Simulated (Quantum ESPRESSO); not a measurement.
# Near-edge structure at the Zr L₃ edge of ZrCu (Pm-3m), part 2 of 3

What does one-electron theory with a core hole give for the Zr L₃ edge of ZrCu (Pm-3m)?

Quantum ESPRESSO 7.5; X-ray absorption near-edge structure, plane-wave PAW LDA, one-electron final states by a Lanczos continued fraction.

So far. Step 2 (Ground state of the crystal): The mesh shows no gap, so the system is treated as a metal and the core electron is put at the Fermi level (neutral cell). Step 3 (Spectrum without a core hole, Zr atom 1): Main maxima below 30 eV (height): 2.8 eV (2.03), 5.6 eV (1.42) and 21.0 eV (0.62). At an L edge the dipole rule selects empty d (and weakly s) states on the absorber, and the strong line at the onset measures the empty part of its d band.

## Step 6: Supercell with XCH, Zr atom 1

Level of this step: plane-wave PAW DFT, LDA, scalar-relativistic, self-consistent field (Quantum ESPRESSO).

The holes are 5.6 Å apart. The excited electron is kept in the cell, where it fills the lowest empty states and screens the hole.

Contents of scf.in:

```
&control
   calculation='scf', prefix='x', pseudo_dir='../pp', outdir='tmp', tprnfor=.true.
/
&system
   ibrav=0, nat=8, ntyp=3, nbnd=58
   ecutwfc=46, ecutrho=350
   occupations='smearing', smearing='mv', degauss=0.015
/
&electrons
   conv_thr=8.0e-08, electron_maxstep=120
   mixing_beta=0.5
/
ATOMIC_SPECIES
Zr0 1.0 Zr.lda-spn-kjpaw-2pch.UPF
Zr 1.0 Zr.lda-spn-kjpaw.UPF
Cu 1.0 Cu.lda-dn-kjpaw.UPF
CELL_PARAMETERS angstrom
  3.25266425 3.25266425 3.25266425
  -3.25266425 3.25266425 -3.25266425
  -3.25266425 -3.25266425 3.25266425
ATOMIC_POSITIONS crystal
Zr0  0.50000000 0.00000000 0.00000000
Zr   0.50000000 0.50000000 0.50000000
Zr   0.00000000 0.00000000 0.50000000
Zr   0.00000000 0.50000000 0.00000000
Cu   0.00000000 0.00000000 0.00000000
Cu   0.00000000 0.50000000 0.50000000
Cu   0.50000000 0.00000000 0.50000000
Cu   0.50000000 0.50000000 0.00000000
K_POINTS automatic
6 6 6 0 0 0
```

Launch:

```bash
$ OMP_NUM_THREADS=1 mpirun --oversubscribe --bind-to none -np 4 pw.x -nk 4 -in scf.in > scf.out
```

The program printed:

```text
     [... banner and references ...]
[banner, memory and clock lines left out]
using ibrav=0 with symmetry is DISCOURAGED, use correct ibrav instead

     G-vector sticks info

     bravais-lattice index     =            0
     lattice parameter (alat)  =      10.6463  a.u.
     unit-cell volume          =     928.9114 (a.u.)^3
     number of atoms/cell      =            8
     number of atomic types    =            3
     number of electrons       =        93.00
     number of Kohn-Sham states=           58
     kinetic-energy cutoff     =      46.0000  Ry
     charge density cutoff     =     350.0000  Ry
     scf convergence threshold =      8.0E-08
     mixing beta               =       0.5000
     number of iterations used =            8  plain     mixing
     Exchange-correlation= SLA  PZ   NOGX NOGC
                           (   1   1   0   0   0   0   0)

     celldm(1)=  10.646301  celldm(2)=   0.000000  celldm(3)=   0.000000
     celldm(4)=   0.000000  celldm(5)=   0.000000  celldm(6)=   0.000000

     crystal axes: (cart. coord. in units of alat)
               a(1) = (   0.577350   0.577350   0.577350 )
               a(2) = (  -0.577350   0.577350  -0.577350 )
               a(3) = (  -0.577350  -0.577350   0.577350 )

     reciprocal axes: (cart. coord. in units 2 pi/alat)
               b(1) = ( -0.000000  0.866025  0.866025 )
               b(2) = ( -0.866025  0.866025  0.000000 )
               b(3) = ( -0.866025 -0.000000  0.866025 )

     PseudoPot. #1 for Zr:     Pseudo is Projector augmented-wave + core cor, Zval = 13.0

     PseudoPot. #2 for Zr:     Pseudo is Projector augmented-wave + core cor, Zval = 12.0

[...]
End of self-consistent calculation

          k =-0.0000 0.0000 0.0000 (  4921 PWs)   bands (ev):

   -39.4059 -35.2016 -35.1408 -35.1408 -16.5627 -16.5627 -16.5627 -13.5040
   -13.5040 -13.5040 -13.2218 -13.2218 -13.2218 -13.0431 -13.0431 -13.0431
     6.3395   8.7535   8.7535   8.7535   9.4195   9.4195   9.4764   9.4822
     9.4822  10.0955  10.0955  10.0955  10.0974  10.0974  10.0974  10.5334
    10.5334  10.5334  10.9921  10.9921  10.9921  11.4706  11.4706  11.4706
    13.2890  13.2890  13.8368  13.8368  14.0339  14.1629  14.1629  14.1629
    14.2236  14.2236  14.2236  15.6312  15.6312  15.6312  16.3220  16.3220
    16.3220  17.2285

     [... bands of 15 further k-points ...]

     the Fermi energy is    13.4812 ev

!    total energy              =   -2038.80460013 Ry
     total all-electron energy =    -41814.013197 Ry
     estimated scf accuracy    <       0.00000001 Ry
     smearing contrib. (-TS)   =       0.00194002 Ry
     internal energy E=F+TS    =   -2038.80654015 Ry

     The total energy is F=E-TS. E is the sum of the following terms:
     one-electron contribution =    -197.32346150 Ry
     hartree contribution      =     189.29935764 Ry
     xc contribution           =    -247.17355131 Ry
     ewald contribution        =    -641.31527226 Ry
     one-center paw contrib.   =   -1142.29361272 Ry

     convergence has been achieved in  13 iterations

     Forces acting on atoms (cartesian axes, Ry/au):

     atom    1 type  1   force =    -0.00000000    0.00000000    0.00000000
     atom    2 type  2   force =    -0.00000000   -0.00000000    0.00000000
     atom    3 type  2   force =    -0.00000000   -0.00000000    0.00000000
[...]
atom    7 type  3   force =     0.00000000   -0.00000000    0.00000000
     atom    8 type  3   force =     0.00000000   -0.00000000   -0.00000000

     Total force =     0.000000     Total SCF correction =     0.000000

     XML data file, charge density, pseudopotentials, collected wavefunctions
```

Elapsed: 51 s, on 4 MPI ranks of Intel Xeon Platinum 8259CL at 2.50GHz (Skylake/Cascade Lake), shared host; peak memory 0.21 GiB; 3.4 min of CPU time.

Energy with the hole: -568908.632 eV, cores included.

## Step 7: Spectrum with XCH, Zr atom 1

The Lanczos recursion gives the spectrum without computing empty bands; each polarisation needs a run of its own on the full k mesh. xe0 is set between filled and empty states, and states below it are cut, here at the Fermi level, which holds the excited electron. The file of filecore holds the core orbital, taken from the hole-free data set.

Contents of xspectra.in:

```
&input_xspectra
   calculation='xanes_dipole', edge='L3'
   prefix='x', outdir='tmp', xiabs=1, xe0=13.4812
   xonly_plot=.false., x_save_file='xanes.sav'
   xniter=3000, xcheck_conv=20, xerror=0.005
   xcoordcrys=.false., xepsilon(1)=1, xepsilon(2)=0, xepsilon(3)=0
/
&plot
   xnepoint=413, xemin=-10, xemax=45, terminator=.true., cut_occ_states=.true.
   xgamma=0.4
/
&pseudos
   filecore='../Zr.wfc'
/
&cut_occ
   cut_desmooth=0.1, cut_stepl=0.05, cut_stepu=0.05, cut_ierror=1e-5
/
5 5 5 0 0 0
```

Launch:

```bash
$ OMP_NUM_THREADS=1 mpirun --oversubscribe --bind-to none -np 4 xspectra.x -nk 4 -in xspectra.in > xspectra.out
```

The program printed:

```text
     [... banner and references ...]
Reading input_file

     calculation: xanes_dipole

     xepsilon  [cartesian coordinates]:   1.000000   0.000000   0.000000

     xonly_plot: FALSE
        => complete calculation: Lanczos + spectrum plot

     filecore (core-wavefunction file): ../Zr.wfc

     main plot parameters:
        cut_occ_states: TRUE
        gamma_mode:  constant
        -> using xgamma [eV]:  0.40
        xemin [eV]: -10.00
        xemax [eV]:  45.00
        xnepoint:  413
        xe0 [eV]:  13.481200 (energy zero read in input file)

     WARNING: variable ef_r is obsolete

                      Reading SCF save directory: x.save

     tmp/x.save/

     Exchange-correlation= PZ
                           (   1   1   0   0   0   0   0)

     G-vector sticks info

                           Getting the Fermi energy

     From SCF save directory:
        ehomo [eV]:   13.8368 (highest occupied level)
        elumo [eV]:   13.8480 (lowest occupied level)
        ef    [eV]:   13.8368

     -> ef (in eV) will be written in x_save_file

                           Energy zero of the spectrum

     -> ef will NOT be used as energy zero of the spectrum
       (because xe0 read in input file)

     G-vector sticks info

     bravais-lattice index     =            0
     lattice parameter (alat)  =      10.6463  a.u.
     unit-cell volume          =     928.9114 (a.u.)^3
     number of atoms/cell      =            8
     number of atomic types    =            3
     number of electrons       =        93.00
     number of Kohn-Sham states=           58
     kinetic-energy cutoff     =      46.0000  Ry
     charge density cutoff     =     350.0000  Ry
     Exchange-correlation= PZ
                           (   1   1   0   0   0   0   0)

     celldm(1)=  10.646301  celldm(2)=   0.000000  celldm(3)=   0.000000
     celldm(4)=   0.000000  celldm(5)=   0.000000  celldm(6)=   0.000000

     crystal axes: (cart. coord. in units of alat)
               a(1) = (   0.577350   0.577350   0.577350 )
               a(2) = (  -0.577350   0.577350  -0.577350 )
               a(3) = (  -0.577350  -0.577350   0.577350 )

     reciprocal axes: (cart. coord. in units 2 pi/alat)
               b(1) = ( -0.000000  0.866025  0.866025 )
               b(2) = ( -0.866025  0.866025  0.000000 )
               b(3) = ( -0.866025 -0.000000  0.866025 )

     PseudoPot. #1 for Zr:     Pseudo is Projector augmented-wave + core cor, Zval = 13.0

     PseudoPot. #2 for Zr:     Pseudo is Projector augmented-wave + core cor, Zval = 12.0

     PseudoPot. #3 for Cu:     Pseudo is Projector augmented-wave + core cor, Zval = 11.0

     atomic species   valence    mass     pseudopotential
     Zr0              13.00     1.00000     Zr( 1.00)
     Zr               12.00     1.00000     Zr( 1.00)
     Cu               11.00     1.00000     Cu( 1.00)

     48 Sym. Ops., with inversion, found

   Cartesian axes

     site n.     atom                  positions (alat units)
         1        Zr0    tau(   1) = (   0.2886751   0.2886751   0.2886751  )
         2        Zr     tau(   2) = (  -0.2886751   0.2886751   0.2886751  )
         3        Zr     tau(   3) = (  -0.2886751  -0.2886751   0.2886751  )
         4        Zr     tau(   4) = (  -0.2886751   0.2886751  -0.2886751  )
         5        Cu     tau(   5) = (   0.0000000   0.0000000   0.0000000  )
         6        Cu     tau(   6) = (  -0.5773503   0.0000000   0.0000000  )
         7        Cu     tau(   7) = (   0.0000000   0.0000000   0.5773503  )
         8        Cu     tau(   8) = (   0.0000000   0.5773503   0.0000000  )

     number of k points=   125  Marzari-Vanderbilt smearing, width (Ry)=  0.0150

     Number of k-points >= 100: set verbosity='high' to print them.

     Dense  grid:   102801 G-vectors     FFT dimensions: (  64,  64,  64)

     Smooth grid:    39039 G-vectors     FFT dimensions: (  48,  48,  48)

     The potential is recalculated from file :
     tmp/x.save/charge-density

     Starting wfcs are   88 atomic wfcs
     Checking if some PAW data can be deallocated...

               Reading core wavefunction file for the absorbing atom

     ../Zr.wfc successfully read

                              Attributing the PAW radii
                     for the absorbing atom [units: Bohr radius]

        PAW proj 1: r_paw(l= 0)= 1.95  (1.5*r_cut)
        PAW proj 2: r_paw(l= 0)= 1.95  (1.5*r_cut)
        PAW proj 3: r_paw(l= 1)= 2.25  (1.5*r_cut)
        PAW proj 4: r_paw(l= 1)= 2.25  (1.5*r_cut)
        PAW proj 5: r_paw(l= 2)= 2.40  (1.5*r_cut)
        PAW proj 6: r_paw(l= 2)= 2.40  (1.5*r_cut)

        NB: The calculation will not necessary use all these r_paw values.
            - For a edge in the electric-dipole approximation,
              only the r_paw(l=1) values are used.
            - For a K edge in the electric-quadrupole approximation,
              only the r_paw(l=2) values are used.

            - For a L2 or L3 edge in the electric-quadrupole approximation,

              all projectors (s, p and d) are used.

                          Starting XANES calculation
                     in the electric dipole approximation
     Method of calculation based on the Lanczos recursion algorithm
        - STEP 1: Construction of a kpoint-dependent Lanczos basis,
          in which the Hamiltonian is tridiagonal (each 'iter'
          corresponds to the calculation of one more Lanczos vector)
        - STEP 2: Calculation of the cross-section as a continued fraction
          averaged over the k-points.

     ... Begin STEP 1 ...

        Radial transition matrix element(s) used in the calculation of the
        initial vector of the Lanczos basis (|tilde{phi}_abs> normalized)
l =  2    Radial matrix element proj. ( 1)=    0.03028374
l =  2    Radial matrix element proj. ( 2)=    0.03620392
l =  0    Radial matrix element proj. ( 1)=    0.00973591
l =  0    Radial matrix element proj. ( 2)=    0.01112684
NB: the    32 k-point are not all listed below because npool=  4

               Lanczos Number                 1  of            4

        |-------------------------------------------------------------
        ! k-point #     1:  (-0.0000,  0.0000,  0.0000),  0.0160,   1
        |-------------------------------------------------------------
        |   Norm of the initial Lanczos vector: 0.21288419E-01
        |   Estimated error at iter     20:   1.00645444
        |   Estimated error at iter     40:   0.52883756
        |   Estimated error at iter     60:   0.35581062
        |   Estimated error at iter     80:   0.42740537
        |   Estimated error at iter    100:   0.16743380
[...]
!   => CONVERGED at iter    200 with error=  0.00183340
        |-------------------------------------------------------------
        ! k-point #     2:  (-0.1732, -0.0000,  0.1732),  0.0160,   1
        |-------------------------------------------------------------
        |   Norm of the initial Lanczos vector: 0.21288480E-01
[...]
|   Estimated error at iter    340:   0.01629349
        |   Estimated error at iter    360:   0.01194316
        |   Estimated error at iter    380:   0.01167084
        !   => CONVERGED at iter    400 with error=  0.00481751
        |-------------------------------------------------------------
     [... 125 further k-points ...]
        ! k-point #    32:  (-0.3464,  0.3464,  0.3464),  0.0160,   1
        |-------------------------------------------------------------
        |   Norm of the initial Lanczos vector: 0.21288282E-01

     Results of STEP 1 successfully written in x_save_file
     x_save_file name:
     ->  xanes.sav
     x_save_file version:  2

     ... End STEP 1 ...

     ... Begin STEP 2 ...

     The spectrum is calculated using the following parameters:
        xe0 [eV]:   13.4812
        the occupied states are elimintate from the spectrum
        xemin [eV]: -10.00
        xemax [eV]:  45.00
        xnepoint:  413
        constant broadening parameter [eV]:    0.400
        Core level energy [eV]:  -2223.
         (from electron binding energy of neutral atoms in X-ray data booklet)

     Cross-section successfully written in xanes.dat

     ... End STEP 2 ...

                                END JOB XSpectra
```

Run time: 5.2 min. Hardware: 4 MPI ranks; peak memory 0.16 GiB.

The Zr L₃ spectrum, Zr atom 1, excited-electron core hole (neutral cell) (energy from the energy zero of the input (xe0, at the border of filled and empty states); intensity scaled to a mean of 1 over the first 20 eV; folded afterwards to Lorentzian half width 0.79 eV up to 4 eV, rising linearly to 1.75 eV at 25 eV; the points at xe0, where the cut of filled states can leave a spike, are interpolated):

```csv
E (eV),intensity
-2.0,0.26
-1.0,0.50
0.0,1.26
1.0,2.13
2.0,2.48
3.0,1.96
4.0,1.35
5.0,1.33
6.0,1.07
7.0,0.85
8.0,0.86
9.0,0.86
10.0,0.89
11.0,0.83
12.0,0.66
13.0,0.58
14.0,0.53
15.0,0.49
16.0,0.48
17.0,0.51
18.0,0.55
19.0,0.56
20.0,0.57
21.0,0.59
22.0,0.55
23.0,0.49
24.0,0.48
25.0,0.49
26.0,0.49
27.0,0.51
28.0,0.53
29.0,0.52
30.0,0.51
31.0,0.52
32.0,0.53
```

Main maxima below 30 eV (height): 2.1 eV (2.49), 5.1 eV (1.33) and 20.8 eV (0.59). 

## Step 8: Supercell with FCH, Zr atom 1

The holes are 5.6 Å apart. The excited electron is left out and a uniform background balances the charge.

Changed against the first core-hole run: core hole to FCH.

Changes to scf.in since step 6:

```diff
@@ -4,5 +4,6 @@
 &system
-   ibrav=0, nat=8, ntyp=3, nbnd=58
+   ibrav=0, nat=8, ntyp=3, nbnd=57
    ecutwfc=46, ecutrho=350
    occupations='smearing', smearing='mv', degauss=0.015
+   tot_charge=1
 /
```

Launch:

```bash
$ OMP_NUM_THREADS=1 mpirun --oversubscribe --bind-to none -np 4 pw.x -nk 4 -in scf.in > scf.out
```

The program printed:

```text
     [... banner and references ...]
[banner, memory and clock lines left out]
using ibrav=0 with symmetry is DISCOURAGED, use correct ibrav instead

     G-vector sticks info

     bravais-lattice index     =            0
     lattice parameter (alat)  =      10.6463  a.u.
     unit-cell volume          =     928.9114 (a.u.)^3
     number of atoms/cell      =            8
     number of atomic types    =            3
     number of electrons       =        92.00
     number of Kohn-Sham states=           57
     kinetic-energy cutoff     =      46.0000  Ry
     charge density cutoff     =     350.0000  Ry
     scf convergence threshold =      8.0E-08
     mixing beta               =       0.5000
     number of iterations used =            8  plain     mixing
     Exchange-correlation= SLA  PZ   NOGX NOGC
                           (   1   1   0   0   0   0   0)

     celldm(1)=  10.646301  celldm(2)=   0.000000  celldm(3)=   0.000000
     celldm(4)=   0.000000  celldm(5)=   0.000000  celldm(6)=   0.000000

     crystal axes: (cart. coord. in units of alat)
               a(1) = (   0.577350   0.577350   0.577350 )
               a(2) = (  -0.577350   0.577350  -0.577350 )
               a(3) = (  -0.577350  -0.577350   0.577350 )

     reciprocal axes: (cart. coord. in units 2 pi/alat)
               b(1) = ( -0.000000  0.866025  0.866025 )
               b(2) = ( -0.866025  0.866025  0.000000 )
               b(3) = ( -0.866025 -0.000000  0.866025 )

     PseudoPot. #1 for Zr:     Pseudo is Projector augmented-wave + core cor, Zval = 13.0

     PseudoPot. #2 for Zr:     Pseudo is Projector augmented-wave + core cor, Zval = 12.0

[...]
ethr =  3.49E-10,  avg # of iterations =  1.9

     End of self-consistent calculation

          k =-0.0000 0.0000 0.0000 (  4921 PWs)   bands (ev):

   -39.5553 -35.3214 -35.2614 -35.2614 -16.6898 -16.6898 -16.6898 -13.6026
   -13.6026 -13.6026 -13.3141 -13.3141 -13.3141 -13.1482 -13.1482 -13.1482
     6.4383   8.8105   8.8105   8.8105   9.4378   9.4378   9.5010   9.5037
     9.5037  10.1027  10.1027  10.1027  10.1051  10.1051  10.1051  10.5346
    10.5346  10.5346  10.9819  10.9819  10.9819  11.4765  11.4765  11.4765
    13.2696  13.2696  13.8224  13.8224  14.0320  14.2634  14.2634  14.2634
    14.3151  14.3151  14.3151  15.5893  15.5893  15.5893  16.2991  16.2991
    16.2991

     [... bands of 15 further k-points ...]

     the Fermi energy is    13.3984 ev

!    total energy              =   -2039.79228503 Ry
     total all-electron energy =    -41815.000882 Ry
     estimated scf accuracy    <          3.2E-10 Ry
     smearing contrib. (-TS)   =      -0.00133128 Ry
     internal energy E=F+TS    =   -2039.79095375 Ry

     The total energy is F=E-TS. E is the sum of the following terms:
     one-electron contribution =    -198.92860961 Ry
     hartree contribution      =     188.88109408 Ry
     xc contribution           =    -246.16100387 Ry
     ewald contribution        =    -641.31527226 Ry
     one-center paw contrib.   =   -1142.26716208 Ry

     convergence has been achieved in  12 iterations

     Forces acting on atoms (cartesian axes, Ry/au):

     atom    1 type  1   force =    -0.00000000    0.00000000    0.00000000
     atom    2 type  2   force =     0.00000000   -0.00000000   -0.00000000
     atom    3 type  2   force =    -0.00000000    0.00000000    0.00000000
[...]
atom    7 type  3   force =    -0.00000000   -0.00000000   -0.00000000
     atom    8 type  3   force =    -0.00000000    0.00000000    0.00000000

     Total force =     0.000000     Total SCF correction =     0.000000

     XML data file, charge density, pseudopotentials, collected wavefunctions
```

Run time: 49 s. Hardware: 4 MPI ranks; peak memory 0.21 GiB.

Energy with the hole: -568922.070 eV, cores included.

[end of part 2 of 3]

[Banner, clock and machine lines of the logs are left out without a mark of their own.]

[Logs are printed without paths, hosts, clocks, repeated set-up lines and the standing remarks that a program may print on its own settings, such as how far it seeks lower states.]

[Hosts, paths, dates, database ids (printed as entryN), source tags and the programs' standing remarks are cut or masked in the printed files.]

[Lists of maxima count a maximum above −3 eV only where it reaches 4 % of the highest in the window and stands out from its surroundings by 2 % of it (1.5 % where it reaches 55 %); shoulders and weaker maxima are passed over, and of the rest the first, up to two pre-edge ones and the few strongest are named.]
